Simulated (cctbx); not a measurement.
# What is wrong with this refinement?

Cell a = 7.8990 Å, b = 13.2630 Å, c = 4.7650 Å, α = 90.00°, β = 90.00°, γ = 90.00°; space group C222 (no. 21). The compound is ScCoGe2O7.

Simulated single-crystal data (cctbx): Mo Kα, λ = 0.71073 Å, to d = 0.7 Å, 70 % of the full sphere, strongest reflection 70000 counts, noise from counting, a 1.5 % proportional error and a noise floor of 15 counts (s.d.); no absorption.

An anisotropic refinement with weights 1/σ² prints:

```text
Rint 0.015, 760 unique reflections to 0.70 A
cycle     R1     wR2    GooF  max shift (A)
   1  0.0605  0.1475   6.226   0.01252
   2  0.0261  0.0624   2.632   0.00027
final R1 0.0261 wR2 0.0624 GooF 2.632  parameters 52  data/parameter 14.6
atom        x        y        z      Ueq    occ   su(xyz)  su(Uiso or U11)
Cu1    0.25495  0.13457  0.48773   0.0017  1.000  0.00008  0.0002
Co1    0.50000  0.75075  0.00000   0.0076  1.000  0.00016  0.0003
Sc1    0.50000  0.00000  0.00000   0.0096  1.000  0.00000  0.0006
Sc2    0.00000  0.00000  0.00000   0.0067  1.000  0.00000  0.0006
O1     0.42220  0.35718  0.23712   0.0104  1.000  0.00109  0.0015
O2     0.75039  0.95359  0.73667   0.0104  1.000  0.00056  0.0013
O3     0.41955  0.14820  0.23299   0.0111  1.000  0.00115  0.0015
O4     0.25000  0.25000  0.67330   0.0115  1.000  0.00079  0.0018
difference map: max 0.77 min -1.44 rms 0.21
Q1    0.0000  0.5000  0.5000    2    0.79  2.36 A from O2
Q2    0.2265  0.1585  0.4831    8    0.77  0.39 A from Cu1
Q3    0.2238  0.3704  0.5615    8    0.62  0.40 A from Cu1
Q4    0.0783  0.3745  0.6614    8    0.54  1.38 A from O3
Q5    0.1969  0.3768  0.2092    8    0.51  0.98 A from O3
Q6    0.1003  0.4069  0.8166    8    0.48  1.39 A from O2
```

**Question.** Can this result stand? If not, what is the likely fault?

Mend it. The fault: wrong element: Cu1 is Ge. Against the right model at the same level, R1 goes from 0.0115 to 0.0261 and GooF from 0.90 to 2.63, U of Cu1 shrinks from 0.0052 to 0.0017 Å², U of Sc1 swells from 0.0058 to 0.0096 Å², U of Co1 swells from 0.0046 to 0.0076 Å², U of Sc2 swells from 0.0044 to 0.0067 Å² and a hole of -1.4 e/Å³ opens. Cu1 has 3 electrons too few and its U shrinks to make up, as expected.

The compound is ScCoGe2O7. The right model at the same level gives:

```text
Rint 0.015, 760 unique reflections to 0.70 A
cycle     R1     wR2    GooF  max shift (A)
   1  0.0117  0.0218   0.921   0.00105
   2  0.0115  0.0213   0.900   0.00002
final R1 0.0115 wR2 0.0213 GooF 0.900  parameters 52  data/parameter 14.6
atom        x        y        z      Ueq    occ   su(xyz)  su(Uiso or U11)
Ge1    0.25498  0.13460  0.48772   0.0052  1.000  0.00003  0.0001
Co1    0.50000  0.75095  0.00000   0.0046  1.000  0.00005  0.0001
Sc1    0.50000  0.00000  0.00000   0.0058  1.000  0.00000  0.0002
Sc2    0.00000  0.00000  0.00000   0.0044  1.000  0.00000  0.0002
O1     0.42172  0.35639  0.23771   0.0065  1.000  0.00035  0.0005
O2     0.75024  0.95367  0.73720   0.0067  1.000  0.00019  0.0004
O3     0.41977  0.14792  0.23289   0.0082  1.000  0.00037  0.0005
O4     0.25000  0.25000  0.67347   0.0071  1.000  0.00026  0.0006
Flack x: -0.04(2)
Hooft y: 0.005(27)  Bijvoet pairs: 295
difference map: max 0.39 min -0.34 rms 0.09
Q1    0.0505  0.3614  0.6432    8    0.41  1.20 A from O3
Q2    0.2064  0.0315  0.8797    8    0.35  0.79 A from O2
Q3    0.2500  0.2500  0.9690    4    0.35  1.41 A from O4
Q4    0.1474  0.1560  0.0564    8    0.31  1.04 A from O1
Q5    0.0000  0.0682  0.5000    4    0.30  1.72 A from O1
Q6    0.1450  0.2679  0.3416    8    0.29  1.33 A from O3
```

The model was made for the exercise: a known structure type with other elements put in, its volume estimated, not relaxed; displacement parameters are assumed.

[Middle refinement cycles are left out of these outputs.]

[Logs are printed without paths, hosts, clocks, repeated set-up lines and the standing remarks that a program may print on its own settings, such as how far it seeks lower states.]
